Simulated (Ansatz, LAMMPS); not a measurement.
## Glassy 62SiO2-21K2O-18CaO (mol %) (110 atoms): a reference run and its variants

Density of this cell: 2.53 g/cm³. The cell holds 110 atoms: 24 Si, 16 K, 7 Ca and 63 O. Its edges and angles: a = 11.937 Å, b = 11.937 Å, c = 11.937 Å, α = 90.0°, β = 90.0°, γ = 90.0°. 110 atoms (24 Si, 16 K, 7 Ca, 63 O) placed at random at 2.52 g/cm³, melted at 4000 K for 10 ps at fixed volume with the Morse and Coulomb pair potential with partial charges (Pedone, Malavasi, Menziani, Cormack and Segre, J. Phys. Chem. B 110, 11780 (2006)). Quenched from 4000 K to 300 K at 10 K/ps and fixed volume, held 10 ps at zero pressure.

Geometry: as built.

Reference run: Kohn-Sham DFT, PBE, PAW (set soft_2), plane waves (Ansatz 0.2.0), cutoff 420 eV, Γ point, fixed occupations.

| Item | Value |
| --- | --- |
| r.m.s. force component | 1.359 eV/Å |
| pressure | 5.086 GPa |
| gap (highest filled to lowest empty level) | 1.841 eV |
| SCF cycles | 9 |
| time | 19 s on 8 threads of Arm Neoverse V2, shared host |

**Question.** The same geometry is run again with each of these changes. How far do the results move, and how long does each run take?
- support functions low
- support functions medium
- support functions medium, radius 3.64 Å
- support functions medium, radius 3.91 Å
- scf.occupations.method = "cold" and scf.occupations.width = 0.1

Differences are against the plane-wave reference (Kohn-Sham DFT, PBE, PAW (set soft_2), plane waves), whose r.m.s. force component is 1.36 eV/Å. Energies are set beside the reference only for runs with its functional, potentials and electron count. Times are for 8 threads of Arm Neoverse V2, shared host. The reference's time includes the DOS, ELF, the stress and grids, which some other runs skip.

```csv
run,"Δ force, r.m.s. (meV/Å)",share of r.m.s. force (%),Δ energy (meV/atom),Δ pressure (GPa),Δ gap (eV),cycles,time,host memory (GiB)
reference,-,-,-,-,-,9,19 s,2.4
support functions low,0.608,0.0448,-4.41,-,-0.0012,13,84 s,5.1
support functions medium,0.563,0.0414,-4.41,-,-7.0e-4,14,92 s,5.1
"support functions medium, radius 3.64 Å",0.627,0.0461,-4.41,-,-9.0e-4,14,85 s,4.9
"support functions medium, radius 3.91 Å",0.521,0.0383,-4.41,-,-4.0e-4,14,1.7 min,5.4
scf.occupations.method = "cold" and scf.occupations.width = 0.1,0.004,3.0e-4,0,0,0,9,18 s,2.4
```

Among numerical settings the force difference runs from 0.004 meV/Å (scf.occupations.method = "cold" and scf.occupations.width = 0.1) to 0.63 meV/Å (support functions medium, radius 3.64 Å). At 110 atoms the fastest of the runs at a preset level, support functions low, takes roughly 4.4 times the time of plane waves (whose run also made extra analyses, so the like-for-like ratio is larger), in 13 SCF cycles against 9. Differences between support functions and plane waves include what basis error the plane-wave run still has. The force difference hardly changes among these support-function runs, which points to the basis of the plane-wave reference as its main source. 

[Logs are printed without paths, hosts, clocks, repeated set-up lines and the standing remarks that a program may print on its own settings, such as how far it seeks lower states.]

[Hosts, paths, dates, database ids (printed as entryN), source tags and the programs' standing remarks are cut or masked in the printed files.]
